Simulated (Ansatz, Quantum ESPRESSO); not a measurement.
## Equation of state of hcp Os

How stiff is hcp Os under hydrostatic load? Each row relaxes cell and atoms at a set pressure. The phase is followed to these pressures whether or not it stays the stable one.

Calculated with Quantum ESPRESSO 7.5, PBEsol, GBRV 1.5 ultrasoft potentials, cutoff 680 eV, Fermi–Dirac smearing 0.05 eV, k-mesh 18×18×10, no spin polarisation, no spin-orbit coupling.

Reference cell, relaxed at zero pressure with PBEsol (P6_3/mmc): a = 2.7263 Å, b = 2.7263 Å, c = 4.3110 Å, α = 90.00°, β = 90.00°, γ = 120.00°.

```
atom       x       y       z
  Os  0.3333  0.6667  0.7500
  Os  0.6667  0.3333  0.2500
```

| V (Å³/atom) | V/V0 | P (GPa) | E − E0 (meV/atom) |
| --- | --- | --- | --- |
| 14.0068 | 1.0095 | −4.001 | 1.4 |
| 13.5748 | 0.9784 | 9.991 | 9.7 |
| 13.4375 | 0.9685 | 14.990 | 20.6 |
| 13.3075 | 0.9591 | 19.989 | 35.0 |
| 13.0671 | 0.9418 | 29.978 | 72.8 |

V0 = 13.8751 Å³ an atom, where the residual pressure P0 is +0.008 GPa. **Question.** Fit the Birch–Murnaghan law and give the pressure and the energy at V = 13.7201 Å³ an atom, a row left out above.

With the Eulerian strain f = ½[(V0/V)^(2/3) − 1] and F = (P − P0)/[3f(1 + 2f)^(5/2)], the third-order law is the line F = B0 + (3/2) B0 (B′ − 4) f.

| f | F (GPa) |
| --- | --- |
| 0.02040 | 443.00 |
| 0.01412 | 440.03 |
| 0.01080 | 438.47 |
| 0.00735 | 436.71 |
| −0.00314 | 432.46 |

A straight line through the 5 rows: the means are 0.009906 for f and 438.13 for F, Σ(Δx)² = 0.0003054 and ΣΔxΔy = 0.137, so the slope is 0.137/0.0003054 = 448.63 and the intercept 438.13 − (448.63)(0.009906) = 433.69.

Hence B0 = 433.7 GPa and B′ = 4 + (448.6)/(1.5 × 433.7) = 4.69. For the withheld volume f = 0.00376, F = 435.38 GPa and P = 5.01 GPa. The run itself gives 5.00 GPa, so the estimate misses by 0.01 GPa, a rounding's worth.

Integrating the same law gives E − E0 = (9/2) B0 V0 f²[1 + (B′ − 4) f] + P0(V0 − V), with 1 GPa Å³ = 6.2415 meV: 2.4 meV an atom. The run itself gives 2.7 meV, so the estimate misses by 0.3 meV; the fitted rows themselves lie up to 1.4 meV off the law.

The same fit over all rows at other levels or in other programs gives B0 = 432 GPa with PBEsol (Ansatz).

[Logs are printed without paths, hosts, clocks, repeated set-up lines and the standing remarks that a program may print on its own settings, such as how far it seeks lower states.]
